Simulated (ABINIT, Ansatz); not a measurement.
## Ho (P6_3/mmc): phonons by linear response

How does Ho (P6_3/mmc) vibrate, and is this structure a minimum?

Main program and level: ABINIT 10.8.3; DFT PBE, scalar-relativistic, plane waves, PseudoDojo norm-conserving, 4f in core pseudopotentials.

## 1. Set-up

It takes space group P6_3/mmc (No. 194, hexagonal). The conventional cell has a = 3.577 Å, b = 3.577 Å, c = 5.616 Å, α = 90.00°, β = 90.00°, γ = 120.00°. Nearest to Ho lie 12 Ho at 3.49 to 3.58 Å.

## 2. A first look

A first run with smearing and empty bands tells whether the crystal has a gap, which decides between fixed occupations and smearing later on.

Contents of probe.abi:

```
# ground state
tolvrs 1.0d-08
prtden 1
prtwf 1

# basis, mesh and filling
ecut 21.0
ngkpt 6 6 4
nshiftk 1
shiftk 0.0 0.0 0.0
istwfk *1
occopt 7
tsmear 0.005
nband 18
nstep 100
diemac 9.0
prtebands 0
prtgsr 0

# cell and atoms
acell 3*1.0 Angstrom
rprim 
    3.5773 0.0 0.0
    -1.78865 3.098032677 0.0
    0.0 0.0 5.6158
ntypat 1
znucl 67
natom 2
typat 1 1
xred 
    1/3 2/3 0.25
    2/3 1/3 0.75
pp_dirpath "./pseudo"
pseudos "Ho.upf"
```

Launch:

```bash
> OMP_NUM_THREADS=1 mpirun -n 8 abinit probe.abi > probe.log
```

Numbers of over 12 decimals in the logs are rounded to 6 here.

probe.abo, the main output file:

```text
[banners, grids, parts of the stress and lines that vanish by symmetry left out]
- input  file    -> probe.abi
- output file    -> probe.abo
- root for input  files -> probei
[...]
Symmetries : space group P6_3/m m c (#194); Bravais hP (primitive hexag.)
[...]
mpw =        1942          nfft =       40500          nkpt =          21
[...]
== DATASET  1 ==================================================================
[...]
cutoff_energies: {ecut:  21.0, pawecutdg:  -1.0, }
[...]
ETOT  1  -88.266441450996    -8.827E+01 4.840E-02 4.293E+00
 ETOT  2  -88.300187449505    -3.375E-02 4.249E-03 1.365E-01
 ETOT  3  -88.300236558342    -4.911E-05 5.451E-04 6.985E-04
 ETOT  4  -88.300236661990    -1.036E-07 2.307E-04 1.257E-05
 ETOT  5  -88.300236665434    -3.444E-09 1.321E-04 2.227E-07
 ETOT  6  -88.300236665487    -5.318E-11 9.419E-05 7.631E-10
 At SCF step    6       vres2   =  7.63E-10 < tolvrs=  1.00E-08 =>converged.
[...]
sigma(1 1)=  7.28148536E-06  sigma(3 2)=  0.00000000E+00
  sigma(2 2)=  7.28148517E-06  sigma(3 1)=  0.00000000E+00
  sigma(3 3)=  3.34930853E-05  sigma(2 1)=  0.00000000E+00
[...]
convergence: {deltae: -5.318E-11, res2:  7.631E-10, residm:  9.419E-05, diffor: null, }
etotal    :  -8.83002367E+01
[...]
sigma(1 1)=  7.28148536E-06  sigma(3 2)=  0.00000000E+00
  sigma(2 2)=  7.28148517E-06  sigma(3 1)=  0.00000000E+00
  sigma(3 3)=  3.34930853E-05  sigma(2 1)=  0.00000000E+00
[...]
- sigma(1 1)=  2.14228696E-01  sigma(3 2)=  0.00000000E+00
- sigma(2 2)=  2.14228690E-01  sigma(3 1)=  0.00000000E+00
- sigma(3 3)=  9.85400591E-01  sigma(2 1)=  0.00000000E+00
[...]
fcart     -3.9831338948E-29 -2.0696970837E-28 -0.0000000000E+00
           strten      7.2814853599E-06  7.2814851723E-06  3.3493085316E-05
================================================================================

[key lines of the parts left out:]
pressure_GPa:  -4.7129E-01
```

Elapsed: 3.8 s, on 8 MPI ranks of Arm Neoverse V2, shared host.

Numbers from this step:

```
volume per atom   : 31.12 Å³
pressure          : -0.4713 GPa
gap on the k-mesh : 0 eV
```

No gap opens on this mesh, so smearing is kept; the printed pressure holds the stress of the finite basis too.

## 3. Relaxation

The harmonic expansion needs vanishing forces, and a free crystal bears no stress, so cell and atoms are brought to rest. Stress is more sensitive to the basis than forces are: the last 3 Ha under the cutoff are smoothed with ecutsm, and the cutoff is raised above that of the later runs.

Contents of relax.abi:

```
# relaxation
ionmov 2
optcell 2
dilatmx 1.08
ntime 40
tolmxf 1.0d-05
tolvrs 1.0d-14
prtwf 0
prtden 0
chksymtnons 0

# basis, mesh and filling
ecut 27.0
ecutsm 3.0
ngkpt 9 9 6
nshiftk 1
shiftk 0.0 0.0 0.0
istwfk *1
occopt 7
tsmear 0.01
nband 18
nstep 100
diemac 1000000.0
prtebands 0
prtgsr 0

# cell and atoms
acell 3*1.0 Angstrom
rprim 
    3.5773 0.0 0.0
    -1.78865 3.098032677 0.0
    0.0 0.0 5.6158
ntypat 1
znucl 67
natom 2
typat 1 1
xred 
    1/3 2/3 0.25
    2/3 1/3 0.75
pp_dirpath "./pseudo"
pseudos "Ho.upf"
```

Launch:

```bash
> OMP_NUM_THREADS=1 mpirun -n 8 abinit relax.abi > relax.log
```

relax.abo, the main output file:

```text
[banners, grids, parts of the stress and lines that vanish by symmetry left out]
- input  file    -> relax.abi
- output file    -> relax.abo
- root for input  files -> relaxi
[...]
Symmetries : space group P6_3/m m c (#194); Bravais hP (primitive hexag.)
[...]
mpw =        3590          nfft =       69984          nkpt =          48
[...]
== DATASET  1 ==================================================================
[...]
cutoff_energies: {ecut:  27.0, pawecutdg:  -1.0, }
[...]
ETOT  1  -88.264755505579    -8.826E+01 4.077E-02 6.021E+00
 ETOT  2  -88.302236594818    -3.748E-02 4.878E-03 8.285E-02
 ETOT  3  -88.302253026632    -1.643E-05 6.657E-04 3.834E-03
 ETOT  4  -88.302253571673    -5.450E-07 6.808E-04 3.061E-05
 ETOT  5  -88.302253574915    -3.242E-09 5.009E-04 6.070E-07
[...]
At SCF step   10       vres2   =  1.70E-16 < tolvrs=  1.00E-14 =>converged.
[...]
sigma(1 1)= -3.74909639E-06  sigma(3 2)=  0.00000000E+00
  sigma(2 2)= -3.74909658E-06  sigma(3 1)=  0.00000000E+00
  sigma(3 3)=  5.84276816E-06  sigma(2 1)=  0.00000000E+00
[...]
convergence: {deltae:  3.411E-13, res2:  1.697E-16, residm:  5.805E-05, diffor: null, }
etotal    :  -8.83022536E+01
[...]
ETOT  1  -88.302254196919    -8.830E+01 3.388E-05 6.060E-04
[...]
At SCF step    7       vres2   =  9.13E-16 < tolvrs=  1.00E-14 =>converged.
[...]
sigma(1 1)= -3.49746467E-06  sigma(3 2)=  0.00000000E+00
  sigma(2 2)= -3.49746486E-06  sigma(3 1)=  0.00000000E+00
  sigma(3 3)=  5.52207728E-06  sigma(2 1)=  0.00000000E+00
[...]
convergence: {deltae:  6.395E-13, res2:  9.133E-16, residm:  1.406E-05, diffor: null, }
etotal    :  -8.83022543E+01
[...]
ETOT  1  -88.302226992152    -8.830E+01 2.619E-04 1.437E-01
[...]
At SCF step    8       vres2   =  1.52E-15 < tolvrs=  1.00E-14 =>converged.
[...]
sigma(1 1)=  3.63392306E-07  sigma(3 2)=  0.00000000E+00
  sigma(2 2)=  3.63392119E-07  sigma(3 1)=  0.00000000E+00
  sigma(3 3)=  4.24769435E-07  sigma(2 1)=  0.00000000E+00
[...]
convergence: {deltae: -8.100E-13, res2:  1.522E-15, residm:  7.008E-06, diffor: null, }
etotal    :  -8.83022601E+01
[...]
ETOT  1  -88.302260064186    -8.830E+01 5.666E-06 2.939E-05
[...]
At SCF step    7       vres2   =  9.48E-17 < tolvrs=  1.00E-14 =>converged.
[...]
sigma(1 1)=  3.04663127E-07  sigma(3 2)=  0.00000000E+00
  sigma(2 2)=  3.04662940E-07  sigma(3 1)=  0.00000000E+00
  sigma(3 3)=  3.86007403E-07  sigma(2 1)=  0.00000000E+00
[...]
convergence: {deltae:  1.066E-12, res2:  9.479E-17, residm:  1.241E-06, diffor: null, }
etotal    :  -8.83022601E+01
[...]
ETOT  1  -88.302259915732    -8.830E+01 9.676E-07 1.159E-03
[...]
ETOT  6  -88.302260085057     1.563E-13 4.435E-07 4.421E-13
 ETOT  7  -88.302260085057    -3.553E-13 7.933E-07 2.240E-15
 At SCF step    7       vres2   =  2.24E-15 < tolvrs=  1.00E-14 =>converged.
[...]
sigma(1 1)= -3.94270562E-09  sigma(3 2)=  0.00000000E+00
  sigma(2 2)= -3.94289286E-09  sigma(3 1)=  0.00000000E+00
  sigma(3 3)=  2.39924230E-08  sigma(2 1)=  0.00000000E+00
[...]
convergence: {deltae: -3.553E-13, res2:  2.240E-15, residm:  7.933E-07, diffor: null, }
etotal    :  -8.83022601E+01
[...]
At Broyd/MD step   5, gradients are converged :
[...]
sigma(1 1)= -3.94270562E-09  sigma(3 2)=  0.00000000E+00
  sigma(2 2)= -3.94289286E-09  sigma(3 1)=  0.00000000E+00
  sigma(3 3)=  2.39924230E-08  sigma(2 1)=  0.00000000E+00
[...]
- sigma(1 1)= -1.15998404E-04  sigma(3 2)=  0.00000000E+00
- sigma(2 2)= -1.16003913E-04  sigma(3 1)=  0.00000000E+00
- sigma(3 3)=  7.05881455E-04  sigma(2 1)=  0.00000000E+00
[...]
fcart     -9.9402681157E-30 -5.7390164723E-30 -0.0000000000E+00
           strten     -3.9427056229E-09 -3.9428928551E-09  2.3992422998E-08
================================================================================

[key lines of the parts left out:]
pressure_GPa:  -1.5796E-04
Total energy (etotal) [Ha]= -8.83022600850572E+01
```

It took 44 s on 8 MPI ranks; 5.8 min of CPU time.

Step by step:

```csv
step,energy less that of the first step (eV),largest force (eV/Å),volume (Å³)
1,0.0000,0.0000,62.24
2,0.0000,0.0000,62.24
3,-0.0002,0.0000,62.29
4,-0.0002,0.0000,62.28
5,-0.0002,0.0000,62.27
```

```csv
"conventional cell, symmetrised",before,after,change
a (Å),3.577,3.584,+0.2 %
b (Å),3.577,3.584,+0.2 %
c (Å),5.616,5.599,-0.3 %
volume (Å³/atom),31.12,31.13,+0.1 %
```

Final coordinates:

```
Ho
1.0
     3.58362    0.00000    0.00000
    -1.79181    3.10351    0.00000
     0.00000    0.00000    5.59887
Ho
2
Cartesian
  0.0000 2.0690 1.3997
  1.7918 1.0345 4.1992
```

Numbers from this step:

* volume per atom: 31.13 Å³
* pressure: -1.58e-4 GPa

The volume changes by +0.1 % in this run and stands +0.1 % from the first cell.

## 4. Self-consistent run for the response

The response is built on these wavefunctions, so the potential is converged far more tightly than an energy would need. Smearing stays on, as the first look found no gap above 0.3 eV.

Contents of gs.abi:

```
# ground state
tolvrs 1.0d-16
prtden 1
prtwf 1

# basis, mesh and filling
ecut 21.0
ngkpt 9 9 6
nshiftk 1
shiftk 0.0 0.0 0.0
istwfk *1
occopt 7
tsmear 0.01
nband 18
nstep 100
diemac 1000000.0
prtebands 0
prtgsr 0

# cell and atoms
acell 3*1.0 Angstrom
rprim 
    3.583621872 0.0 0.0
    -1.791810936 3.103507578 0.0
    0.0 0.0 5.598868385
ntypat 1
znucl 67
natom 2
typat 1 1
xred 
    1/3 2/3 0.25
    2/3 1/3 0.75
pp_dirpath "./pseudo"
pseudos "Ho.upf"
```

Launch:

```bash
> OMP_NUM_THREADS=1 mpirun -n 8 abinit gs.abi > gs.log
```

gs.abo, the main output file:

```text
[banners, grids, parts of the stress and lines that vanish by symmetry left out]
- input  file    -> gs.abi
- output file    -> gs.abo
- root for input  files -> gsi
[...]
Symmetries : space group P6_3/m m c (#194); Bravais hP (primitive hexag.)
[...]
mpw =        1956          nfft =       40500          nkpt =          48
[...]
== DATASET  1 ==================================================================
[...]
cutoff_energies: {ecut:  21.0, pawecutdg:  -1.0, }
[...]
ETOT  1  -88.269794221800    -8.827E+01 4.179E-02 3.951E+00
 ETOT  2  -88.301577464233    -3.178E-02 9.140E-03 5.646E-02
 ETOT  3  -88.301600491776    -2.303E-05 1.129E-03 1.080E-03
 ETOT  4  -88.301600698311    -2.065E-07 1.380E-03 1.390E-05
 ETOT  5  -88.301600701850    -3.539E-09 7.365E-04 2.445E-07
[...]
ETOT 11  -88.301600701917     2.842E-14 1.916E-04 1.825E-16
 ETOT 12  -88.301600701917     4.405E-13 1.318E-04 4.989E-17
 At SCF step   12       vres2   =  4.99E-17 < tolvrs=  1.00E-16 =>converged.
[...]
sigma(1 1)=  1.79574785E-05  sigma(3 2)=  0.00000000E+00
  sigma(2 2)=  1.79574817E-05  sigma(3 1)=  0.00000000E+00
  sigma(3 3)=  1.77821598E-05  sigma(2 1)=  0.00000000E+00
[...]
convergence: {deltae:  4.405E-13, res2:  4.989E-17, residm:  1.318E-04, diffor: null, }
etotal    :  -8.83016007E+01
[...]
sigma(1 1)=  1.79574785E-05  sigma(3 2)=  0.00000000E+00
  sigma(2 2)=  1.79574817E-05  sigma(3 1)=  0.00000000E+00
  sigma(3 3)=  1.77821598E-05  sigma(2 1)=  0.00000000E+00
[...]
- sigma(1 1)=  5.28327258E-01  sigma(3 2)=  0.00000000E+00
- sigma(2 2)=  5.28327351E-01  sigma(3 1)=  0.00000000E+00
- sigma(3 3)=  5.23169204E-01  sigma(2 1)=  0.00000000E+00
[...]
fcart      6.3617715889E-28 -7.3459410805E-28 -0.0000000000E+00
           strten      1.7957478490E-05  1.7957481662E-05  1.7782159806E-05
================================================================================

[key lines of the parts left out:]
pressure_GPa:  -5.2661E-01
```

The job ended after 8.9 s (8 MPI ranks; 71 s of CPU time).

Read from the output:

| Quantity | Value |
| --- | --- |
| pressure | -0.5266 GPa |

The cell stands at -0.53 GPa: the relaxation ran with a smoothed and higher cutoff, and the difference is a stress of the finite basis.

(Part 1 of 3 ends here.)

[Host names and launcher messages were left out of these logs when they were recorded.]

[Logs are printed without paths, hosts, clocks, repeated set-up lines and the standing remarks that a program may print on its own settings, such as how far it seeks lower states.]

[Hosts, paths, dates, database ids (printed as entryN), source tags and the programs' standing remarks are cut or masked in the printed files.]
